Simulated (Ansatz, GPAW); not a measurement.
## Screening of a field by Te/Al(100)

How does Te/Al(100) screen a perpendicular field?

Program: GPAW 26.7.0 and Ansatz 0.2.0. Level of theory: Ansatz plane waves; slab in vacuum with a dipole correction, relaxation, in the first sound run; inputs show where later runs differ. Results are calculated unless marked as measured.

### Step 1. Starting point

The cell holds 5 atoms: 4 Al and 1 Te. Cell: a = 2.864 Å, b = 2.864 Å, c = 21.890 Å, α = 90.0°, β = 90.0°, γ = 90.0°. Vacuum lies along c.

Coordinates:

```cif
data_structure
_symmetry_space_group_name_H-M 'P 1'
_symmetry_Int_Tables_number 1
_cell_length_a 2.8638
_cell_length_b 2.8638
_cell_length_c 21.8902
_cell_angle_alpha 90.000
_cell_angle_beta 90.000
_cell_angle_gamma 90.000
_cell_volume 179.53
loop_
_atom_site_label
_atom_site_type_symbol
_atom_site_fract_x
_atom_site_fract_y
_atom_site_fract_z
_atom_site_occupancy
Al1 Al 0.50000 0.50000 0.31978 1
Al2 Al 0.00000 0.00000 0.41228 1
Al3 Al 0.50000 0.50000 0.50479 1
Al4 Al 0.00000 0.00000 0.59730 1
Te5 Te 0.50000 0.50000 0.68022 1
```

### Step 2. Relaxing the atoms

Forces are removed first; all later runs use this geometry. The lowest 2 atoms are held at bulk positions and keep their forces.

Contents of input.yaml:

```yaml
crystal:
  lattice:
    - [2.8637824638, 0.0, 0.0]
    - [0.0, 2.8637824638, 0.0]
    - [0.0, 0.0, 21.8902287046]
  atoms:
    - { symbol: Al, position: [0.5, 0.5, 0.3197773808] }
    - { symbol: Al, position: [0.0, 0.0, 0.4122844088] }
    - { symbol: Al, position: [0.5, 0.5, 0.5047914368] }
    - { symbol: Al, position: [0.0, 0.0, 0.5972984648] }
    - { symbol: Te, position: [0.5, 0.5, 0.6802226192] }
kpoints:
  mp_grid: { grid: [11, 11, 1] }
hamiltonian:
  xc: pbe
scf:
  occupations: { method: fermi_dirac, width: 0.1 }
efield:
  axis: 3
  dipole_correction: true
  ramp_width: 0.05
relax:
  f_tol: 0.02
  max_steps: 60
  constraints: [{ sites: [0, 1] }]
output:
  write_potential: true
  write_density: true
  volumetric_format: npy
```

Run with:

```sh
$ ansatz run input.yaml --threads 4 --pin off --max-ram 8192MiB --backend cpu --events-out ev --progress --plain --runs-dir out
```

Numbers of over 12 decimals in the logs are rounded to 6 here.

The program printed:

```text
Engine: ansatz 0.2.0, x86_64-unknown-linux-gnu
Pseudopotentials: kind: paw
Pseudopotential: Al, paw, valence charge 3, recommended cutoff 420 eV (normal), Al.paw.azcp
Pseudopotential: Te, paw, valence charge 16, recommended cutoff 420 eV (normal), Te.paw.azcp
Functional definition: PBE
  parameter kappa = 0.804
  parameter beta = 0.066725
  exchange = pbe_x(kappa = kappa, mu = beta*pi^2/3)
  correlation = pbe_c(beta = beta)
Crystal: 5 atoms, lattice volume = 179.527 Å³
Basis set: ecut = 420 eV, 3525 PW (Γ), exchange–correlation on 40×40×300 points (8 copies of the dense FFT grid, shifted against one another)
Bands: 19, of which v1, the nominal top of the filled ones, is band 14 counted from 1 (13 counted from 0)
Symmetry: 8 space group operations
Space group: P4mm (ITA 99), of the structure as read, at distance tolerance 5.6e-5 Å
k-points: 21 of 121
Non-local potential: Al, projectors of the file, l = 0: 2, l = 1: 2, l = 2: 1
Non-local potential: Te, projectors of the file, l = 0: 2, l = 1: 2, l = 2: 2, l = 3: 2
PAW form: soft (Blöchl's): semilocal exchange-correlation on the pseudo side does not see the compensation charge
PAW one-centre angular grid: Al, 110 points (default); XC on 64 Gauss nodes
PAW one-centre angular grid: Te, 590 points (default); XC on 64 Gauss nodes
Initial density: superposition of atomic densities (neutral atoms: chi_scale 0, normalization atom), corrected by the library's trained network
Initial wavefunctions: pseudopotential atomic-orbital guess
Functional: x = pbe(κ = 0.804, μ = 0.219515), c = pbe(β = 0.066725)
SCF iter   1: F=—  HF=-9128.069332 eV  |F-HF|=—  |Δ(HF+E_count)|=         —  Δρ=6.96e-3  dr2=4.56e0  ethr=1.77e-3  p=-0.039 e·Å  D=-3.92e-2 V/Å  ΔV_dip=0.86 eV  dr2_dipole=3.09e0  V_vac-E_F(+/−)=4.62/3.77 eV  ⟨swp⟩=10.5  Hψ=6217  notcnv=0  defer=7
efield: sawtooth ramp at fractional position 0.9750 (placed from the atoms, in the widest stretch of the axis that holds none; the zero of the levels goes with the place), width 0.0500; the density the first Hamiltonian is built on has a dipole p = -0.039 e·Å; the dipole correction subtracts the counter field D = -3.92e-2 V/Å, which shifts the + side's vacuum level by +0.86 eV against the − side's; the planar-averaged density in the ramp window peaks in size at 1.3e-4 e/Å³
automatic band count: the SCF goes on with 24 bands, as 19 were too few: the levels above may hold too much charge
preconditioner: auto → LDOS  [metal: Δε(μ)=0.108 eV  Ē_g=9.022 eV  σ=0.100 eV  W_gap=0.26  n_scr=12 (ndim 8)  ℏωp=11.8 eV  f_vac=0.443  D(μ)=2.41/eV (n_scr^D=10)  β→1.0]
SCF iter   2: F=—  HF=-9127.912681 eV  |F-HF|=—  |Δ(HF+E_count)|=   1.57e-1  Δρ=1.71e-3  dr2=1.47e-2  ethr=1.77e-3  p=0.044 e·Å  D=4.46e-2 V/Å  ΔV_dip=-0.98 eV  dr2_dipole=1.33e-4  V_vac-E_F(+/−)=3.15/4.12 eV  ⟨swp⟩=2.6  Hψ=808  notcnv=0  defer=38
SCF iter   3: F=—  HF=-9127.912931 eV  |F-HF|=—  |Δ(HF+E_count)|=   2.50e-4  Δρ=1.03e-3  dr2=4.80e-3  ethr=5.26e-5  p=0.035 e·Å  D=3.48e-2 V/Å  ΔV_dip=-0.76 eV  dr2_dipole=7.52e-4  V_vac-E_F(+/−)=3.34/4.10 eV  ⟨swp⟩=2.0  Hψ=845  notcnv=0  defer=40
SCF iter   4: F=—  HF=-9127.912286 eV  |F-HF|=—  |Δ(HF+E_count)|=   6.44e-4  Δρ=3.70e-4  dr2=4.93e-4  ethr=1.71e-5  p=0.037 e·Å  D=3.76e-2 V/Å  ΔV_dip=-0.82 eV  dr2_dipole=4.02e-6  V_vac-E_F(+/−)=3.27/4.10 eV  ⟨swp⟩=2.0  Hψ=892  notcnv=0  defer=38
SCF iter   5: F=—  HF=-9127.912180 eV  |F-HF|=—  |Δ(HF+E_count)|=   1.07e-4  Δρ=5.71e-5  dr2=7.60e-6  ethr=1.76e-6  p=0.036 e·Å  D=3.67e-2 V/Å  ΔV_dip=-0.80 eV  dr2_dipole=1.28e-7  V_vac-E_F(+/−)=3.29/4.09 eV  ⟨swp⟩=2.0  Hψ=756  notcnv=0  defer=38
SCF iter   6: F=-9127.912183 eV  HF=-9127.912183 eV  |F-HF|=8.67e-8  |Δ(HF+E_count)|=   3.65e-6  Δρ=1.13e-5  dr2=3.38e-7  ethr=2.71e-8  p=0.036 e·Å  D=3.65e-2 V/Å  ΔV_dip=-0.80 eV  dr2_dipole=1.26e-7  V_vac-E_F(+/−)=3.29/4.09 eV  ⟨swp⟩=12.0  Hψ=3352  notcnv=0
SCF 1 converged in 6 iterations: F = -9127.912183 eV  dr2 = 3.38e-7
  greatest PAW one-centre occupation: 0.998 electrons in one spin orbital (limit 2), on the Te atom at site 4 (counted from 0), in its partial waves of l = 2
relax step   1: F+E_penalty+E_count = -9127.91218312 eV  Δ(F+E_penalty+E_count) = +0.000e0 eV  max|allowed force component| = 2.573e0 eV/Å  Δτ_max = 0.0000 Å  (6 SCF iters, dr2 threshold 1.00e-5 eV, accepted)
Bands: 24, of which v1, the nominal top of the filled ones, is band 14 counted from 1 (13 counted from 0)
Initial density: handed on by an earlier stage of this run
Initial wavefunctions: those handed on with the density
iter 1 solved again at ethr=1.37e-3 eV; its pass at ethr=3.10e-3 eV (dr2=3.84e-1 eV) is discarded
SCF iter   1: F=—  HF=-9128.536848 eV  |F-HF|=—  |Δ(HF+E_count)|=         —  Δρ=5.10e-3  dr2=3.72e-1  ethr=1.37e-3  p=0.036 e·Å  D=3.65e-2 V/Å  ΔV_dip=-0.80 eV  dr2_dipole=5.83e-2  V_vac-E_F(+/−)=3.30/4.10 eV  ⟨swp⟩=1.1  Hψ=2822  notcnv=0  defer=29
efield: sawtooth ramp at fractional position 0.9750 (handed on by an earlier solve), width 0.0500; the density the first Hamiltonian is built on has a dipole p = 0.036 e·Å; the dipole correction subtracts the counter field D = 3.65e-2 V/Å, which shifts the + side's vacuum level by -0.80 eV against the − side's; the planar-averaged density in the ramp window peaks in size at 4.9e-6 e/Å³
preconditioner: auto → LDOS  [metal: Δε(μ)=0.044 eV  Ē_g=8.882 eV  σ=0.100 eV  W_gap=0.11  n_scr=12 (ndim 8)  ℏωp=11.8 eV  f_vac=0.434  D(μ)=2.68/eV (n_scr^D=10)  β→1.0]
SCF iter   2: F=—  HF=-9128.497151 eV  |F-HF|=—  |Δ(HF+E_count)|=   3.97e-2  Δρ=2.65e-3  dr2=3.27e-2  ethr=1.33e-3  p=0.028 e·Å  D=2.83e-2 V/Å  ΔV_dip=-0.62 eV  dr2_dipole=2.21e-3  V_vac-E_F(+/−)=3.51/4.13 eV  ⟨swp⟩=2.7  Hψ=742  notcnv=0  defer=30
SCF iter   3: F=—  HF=-9128.494695 eV  |F-HF|=—  |Δ(HF+E_count)|=   2.46e-3  Δρ=9.73e-4  dr2=5.07e-3  ethr=1.17e-4  p=0.028 e·Å  D=2.86e-2 V/Å  ΔV_dip=-0.62 eV  dr2_dipole=3.29e-6  V_vac-E_F(+/−)=3.50/4.13 eV  ⟨swp⟩=2.2  Hψ=1021  notcnv=0  defer=44
SCF iter   4: F=—  HF=-9128.493624 eV  |F-HF|=—  |Δ(HF+E_count)|=   1.07e-3  Δρ=2.15e-4  dr2=1.67e-4  ethr=1.81e-5  p=0.027 e·Å  D=2.71e-2 V/Å  ΔV_dip=-0.59 eV  dr2_dipole=3.99e-6  V_vac-E_F(+/−)=3.53/4.13 eV  ⟨swp⟩=2.1  Hψ=800  notcnv=0  defer=44
SCF iter   5: F=-9128.493552 eV  HF=-9128.493597 eV  |F-HF|=4.45e-5  |Δ(HF+E_count)|=   2.76e-5  Δρ=6.40e-5  dr2=3.41e-5  ethr=3.57e-7  p=0.026 e·Å  D=2.65e-2 V/Å  ΔV_dip=-0.58 eV  dr2_dipole=1.83e-5  V_vac-E_F(+/−)=3.54/4.13 eV  ⟨swp⟩=11.0  Hψ=3904  notcnv=0
SCF 2 converged in 5 iterations: F = -9128.493552 eV  dr2 = 3.41e-5
[...]
[... from here on, the SCF cycles and remarks between the steps are left out ...]
relax step   4: F+E_penalty+E_count = -9128.68385360 eV  Δ(F+E_penalty+E_count) = -5.213e-2 eV  max|allowed force component| = 2.593e-1 eV/Å  Δτ_max = 0.1946 Å  (5 SCF iters, dr2 threshold 9.08e-6 eV, accepted)
relax step   5: F+E_penalty+E_count = -9128.72953303 eV  Δ(F+E_penalty+E_count) = -4.568e-2 eV  max|allowed force component| = 1.931e-1 eV/Å  Δτ_max = 0.1979 Å  (5 SCF iters, dr2 threshold 6.99e-6 eV, accepted)
relax step   6: F+E_penalty+E_count = -9128.75838881 eV  Δ(F+E_penalty+E_count) = -2.886e-2 eV  max|allowed force component| = 9.335e-2 eV/Å  Δτ_max = 0.1909 Å  (5 SCF iters, dr2 threshold 2.07e-5 eV, accepted)
relax step   7: F+E_penalty+E_count = -9128.77570483 eV  Δ(F+E_penalty+E_count) = -1.732e-2 eV  max|allowed force component| = 5.135e-2 eV/Å  Δτ_max = 0.2000 Å  (6 SCF iters, dr2 threshold 2.04e-6 eV, accepted)
relax step   8: F+E_penalty+E_count = -9128.78167087 eV  Δ(F+E_penalty+E_count) = -5.966e-3 eV  max|allowed force component| = 1.518e-2 eV/Å  Δτ_max = 0.1872 Å  (6 SCF iters, dr2 threshold 6.16e-7 eV, accepted)
relax step   9: F+E_penalty+E_count = -9128.78167116 eV  Δ(F+E_penalty+E_count) = -2.901e-7 eV  max|allowed force component| = 1.516e-2 eV/Å  Δτ_max = 0.0000 Å  (3 SCF iters, accepted)
relax step  10: F+E_penalty+E_count = -9128.78218409 eV  Δ(F+E_penalty+E_count) = -5.129e-4 eV  max|allowed force component| = 1.506e-2 eV/Å  Δτ_max = 0.0787 Å  (7 SCF iters, accepted)
relax step  11: F+E_penalty+E_count = -9128.78217433 eV  Δ(F+E_penalty+E_count) = +9.756e-6 eV  max|allowed force component| = 1.979e-2 eV/Å  Δτ_max = 0.0243 Å  (5 SCF iters, accepted)
SCF iter   1: F=—  HF=-9128.782088 eV  |F-HF|=—  |Δ(HF+E_count)|=         —  Δρ=2.48e-4  dr2=5.25e-4  ethr=1.92e-5  p=-0.014 e·Å  D=-1.44e-2 V/Å  ΔV_dip=0.31 eV  dr2_dipole=1.76e-4  V_vac-E_F(+/−)=4.66/4.35 eV  ⟨swp⟩=3.0  Hψ=1329  notcnv=0  defer=31
efield: sawtooth ramp at fractional position 0.9929 (handed on by an earlier solve), width 0.0500; the density the first Hamiltonian is built on has a dipole p = -0.014 e·Å; the dipole correction subtracts the counter field D = -1.44e-2 V/Å, which shifts the + side's vacuum level by +0.31 eV against the − side's; the planar-averaged density in the ramp window peaks in size at 1.8e-5 e/Å³
preconditioner: auto → LDOS  [metal: Δε(μ)=0.018 eV  Ē_g=8.437 eV  σ=0.100 eV  W_gap=0.04  n_scr=12 (ndim 8)  ℏωp=11.8 eV  f_vac=0.376  D(μ)=2.65/eV (n_scr^D=10)  β→1.0]
SCF iter   2: F=—  HF=-9128.782057 eV  |F-HF|=—  |Δ(HF+E_count)|=   3.12e-5  Δρ=1.31e-4  dr2=7.76e-5  ethr=1.88e-6  p=-0.014 e·Å  D=-1.40e-2 V/Å  ΔV_dip=0.31 eV  dr2_dipole=8.64e-7  V_vac-E_F(+/−)=4.66/4.35 eV  ⟨swp⟩=2.1  Hψ=929  notcnv=0  defer=31
SCF iter   3: F=—  HF=-9128.782263 eV  |F-HF|=—  |Δ(HF+E_count)|=   2.06e-4  Δρ=5.25e-5  dr2=9.68e-6  ethr=2.77e-7  p=-0.014 e·Å  D=-1.39e-2 V/Å  ΔV_dip=0.30 eV  dr2_dipole=2.31e-6  V_vac-E_F(+/−)=4.65/4.35 eV  ⟨swp⟩=2.0  Hψ=725  notcnv=0  defer=31
SCF iter   4: F=—  HF=-9128.782262 eV  |F-HF|=—  |Δ(HF+E_count)|=   6.80e-7  Δρ=1.23e-5  dr2=9.30e-7  ethr=3.46e-8  p=-0.014 e·Å  D=-1.40e-2 V/Å  ΔV_dip=0.31 eV  dr2_dipole=3.71e-8  V_vac-E_F(+/−)=4.66/4.35 eV  ⟨swp⟩=2.0  Hψ=760  notcnv=0  defer=31
SCF iter   5: F=-9128.782262 eV  HF=-9128.782262 eV  |F-HF|=2.11e-8  |Δ(HF+E_count)|=   3.74e-8  Δρ=3.91e-6  dr2=3.48e-8  ethr=3.57e-10  p=-0.014 e·Å  D=-1.40e-2 V/Å  ΔV_dip=0.31 eV  dr2_dipole=3.17e-9  V_vac-E_F(+/−)=4.66/4.35 eV  ⟨swp⟩=8.5  Hψ=3183  notcnv=0
WARN: efield: at this solve's end the planar-averaged density reaches 1.89e-5 e/Å³ inside the ramp window [0.9472, 0.0885] (bound 1e-5 e/Å³); by the running means of the window's planes the mean density over a ramp is at most 1.53e-5 e/Å³, which is held to the bound (the quickstart, § The vacuum guard, A window that rings); the window's nearer edge stands 4.40 Å from this solve's nearest atom along the axis. Its work [...]
SCF 12 converged in 5 iterations: F = -9128.782262 eV  dr2 = 3.48e-8
relax step  12: F+E_penalty+E_count = -9128.78226239 eV  Δ(F+E_penalty+E_count) = -8.806e-5 eV  max|allowed force component| = 9.156e-4 eV/Å  Δτ_max = 0.0234 Å  (5 SCF iters, accepted)
NSCF: frozen V_eff on 21 k-points
the band table was solved once a step of the walk had ended and its energy, with any forces and stress, was formed, with the checks that follow a solve (3821 applications of the Hamiltonian). They found nothing against the state; the energy, forces and stress were not computed again (output.eigenvalues in the input reference)
WARN: The output density's exchange-correlation potential varies sharply where the density is thin. Do not read a vacuum level from v_tot or v_xc, or from such a field of the output density. On a cell that repeats whose density bears no net charge and no dipole along the vacuum's axis use v_es (v_loc + v_h of the components); under efield.dipole_correction with no amplitude use v_es + v_field, which holds any externa [...]
SCF converged after 5 iterations
Free energy (F): -9128.782262 eV
Harris-Foulkes:  -9128.782262 eV  (|F-HF|=2.11e-8)
Internal energy: -9128.695231 eV  (E = F + TS)
E sigma→0 (E₀):  -9128.738747 eV
Entropy (-TS):   -0.087031 eV (-17.406 meV/atom)
Fermi energy:    2.658278 eV
Dipole field:    D = -0.014065 V/Å  (p = -0.013954 e·Å, saw-weighted, corrected)
Work function:   Φ+ = 4.6572 eV   Φ− = 4.3495 eV
Levels:          The Fermi level and band energies are counted from a zero that moves with the ramp; work functions are not
Vacuum region:   at the solve's end the planar-averaged density reaches 1.89e-5 e/Å³ inside the ramp window [0.9472, 0.0885] (bound 1e-5 e/Å³); by the running means of the window's planes the mean density over a ramp is at most 1.53e-5 e/Å³, which is held to the bound (the quickstart, § The vacuum guard, A window that rings)
--- Per-component energies (eV) ---
  E_band       = -380.419765
  E_kinetic    = 267.906600
  E_local      = -9457.146285  (includes V_loc(G=0)·N_el)
  E_nonlocal   = -268.261299
  E_hartree    = 4843.572466
  E_xc         = -281.158704
  E_vxc        = -217.147374  (∫ρ·V_xc dr)
  E_paw        = -6531.110785  (= ΣΔE_a)
  E_vpaw       = -393.823393  (= ΣTr[D̂ρ^β])
  E_aug_tail   = -0.000170  (compensation charges beyond the density's cutoff)
  E_efield     = 0.000098  (sawtooth field / dipole correction)
  E_vefield    = 0.911143  (∫n·V_field dr)
  E_ewald      = 2297.502848
  E_smearing   = -0.087031  (= −TS)
  E_closure    = -0.000000  (closes the sum)
  Σ components = -9128.782262   (vs F -9128.782262, Δ=0.00e0)
--- Forces (eV/Å), atoms counted from 1 ---
  atom   1  Al     0.00000000     0.00000000    -0.18377223
  atom   2  Al     0.00000000     0.00000000     0.18255599
  atom   3  Al     0.00000000     0.00000000     0.00091559
  atom   4  Al     0.00000000     0.00000000    -0.00001129
  atom   5  Te    -0.00000000     0.00000000     0.00031765
  max |Σ_I F_I| component: 5.70e-6 eV/Å
--- Band table (eV; the first three rows and the last of 21) ---
  k-point 0: bands = [... 10 lower, -0.9075, 1.1806, 4.3959, 6.2100, 6.4900, 6.4900, 7.1526, 7.6982, ... 6 higher]
  k-point 1: bands = [... 10 lower, -0.7647, 1.3155, 4.5157, 4.9083, 6.1787, 6.3559, 6.6378, 7.2883, ... 6 higher]
  k-point 2: bands = [... 10 lower, -0.3422, 1.7020, 2.2923, 3.6501, 4.9148, 4.9769, 6.8019, 6.8442, ... 6 higher]
  k-point 20: bands = [... 10 lower, 0.5599, 1.5692, 1.6747, 2.4352, 2.6337, 2.9979, 3.4630, 3.5115, ... 6 higher]
--- Relaxed structure (12 steps of the walk, 12 accepted, 0 SCFs on fresh bases) ---
  F+E_penalty+E_count = -9128.78226239 eV   max|allowed force component| = 9.156e-4 eV/Å
  atoms:
    - { symbol: Al, position: [0.500000, 0.500000, 0.319777] }
    - { symbol: Al, position: [0.0, 0.0, 0.4122844088] }
    - { symbol: Al, position: [0.500000, 0.500000, 0.506176] }
    - { symbol: Al, position: [0, 0.0, 0.602764] }
    - { symbol: Te, position: [0.500000, 0.500000, 0.745993] }
```

The job ended after 10 s (4 threads of Intel Xeon 6975P-C (Granite Rapids), shared host; peak memory 0.54 GiB; 37 s of CPU time).

The steps of the relaxation:

```
step  energy less that of the first step (eV)  largest force component (eV/Å)
   1                                   0.0000                          2.5733
   2                                  -0.5814                          0.9164
   3                                  -0.7195                          0.2955
   4                                  -0.7717                          0.2593
   5                                  -0.8173                          0.1931
   6                                  -0.8462                          0.0934
   7                                  -0.8635                          0.0513
   8                                  -0.8695                          0.0152
   9                                  -0.8695                          0.0152
  10                                  -0.8700                          0.0151
  11                                  -0.8700                          0.0198
  12                                  -0.8701                          0.0009
```

The run keeps the 8 symmetry operations that it works with, so distortions that break them were not tested.

The atoms that moved most (Å):

```
atom     dx     dy     dz  length
 Te5  0.000  0.000  1.440   1.440
 Al4  0.000  0.000  0.120   0.120
 Al3  0.000  0.000  0.030   0.030
```

The relaxed structure:

```xyz
5
Lattice="2.8638 0.0000 0.0000 0.0000 2.8638 0.0000 0.0000 0.0000 21.8902" Properties=species:S:1:pos:R:3
Al    1.4319    1.4319    7.0000
Al    0.0000    0.0000    9.0250
Al    1.4319    1.4319   11.0803
Al    0.0000    0.0000   13.1946
Te    1.4319    1.4319   16.3300
```

This step gave:

```
free energy             : -9128.7823 eV
smearing term TS        : 0.08703 eV
symmetry operations     : 8
upper work function     : 4.657 eV
lower work function     : 4.349 eV
dipole along the normal : -0.01395 e·Å
dipole field            : -0.01407 V/Å
vacuum level above      : 7.315 eV
vacuum level below      : 7.008 eV
```

The electrostatic potential energy of an electron (with the applied field's), less the Fermi level, planar mean oscillates, so the rows of the table below give means over windows of 1 Å about each position, cut where the curve ends. Its maxima inside the range that stand out by 2 % of the span (Å: eV): 8.0: -2.10, 10.1: -1.83, 12.1: -1.49, 14.7: 2.57, 16.3: -1.37. Its minima: 7.0: -5.90, 9.0: -6.05, 11.1: -6.03, 13.1: -5.91, 15.8: -6.20, 16.9: -6.12.

Electrostatic potential energy of an electron (with the applied field's), less the Fermi level, planar mean against z; means over each step:

```
z (Å)  electrostatic potential energy of an electron (with the applied field's), less the Fermi level, planar mean (eV)
    0                                                                                                              4.54
    1                                                                                                              4.38
    2                                                                                                              4.35
    3                                                                                                              4.35
    4                                                                                                              4.31
    5                                                                                                              3.91
    6                                                                                                           -0.0469
    7                                                                                                             -5.61
    8                                                                                                             -3.45
    9                                                                                                             -5.80
   10                                                                                                             -3.21
   11                                                                                                             -5.74
   12                                                                                                             -2.99
   13                                                                                                             -5.44
   14                                                                                                             -1.75
   15                                                                                                             0.946
   16                                                                                                             -3.82
   17                                                                                                             -3.56
   18                                                                                                              3.48
   19                                                                                                              4.58
   20                                                                                                              4.65
   21                                                                                                              4.66
```

(Continued in part 2 of 3.)

[Logs are printed without paths, hosts, clocks, repeated set-up lines and the standing remarks that a program may print on its own settings, such as how far it seeks lower states.]

[Hosts, paths, dates, database ids (printed as entryN), source tags and the programs' standing remarks are cut or masked in the printed files.]
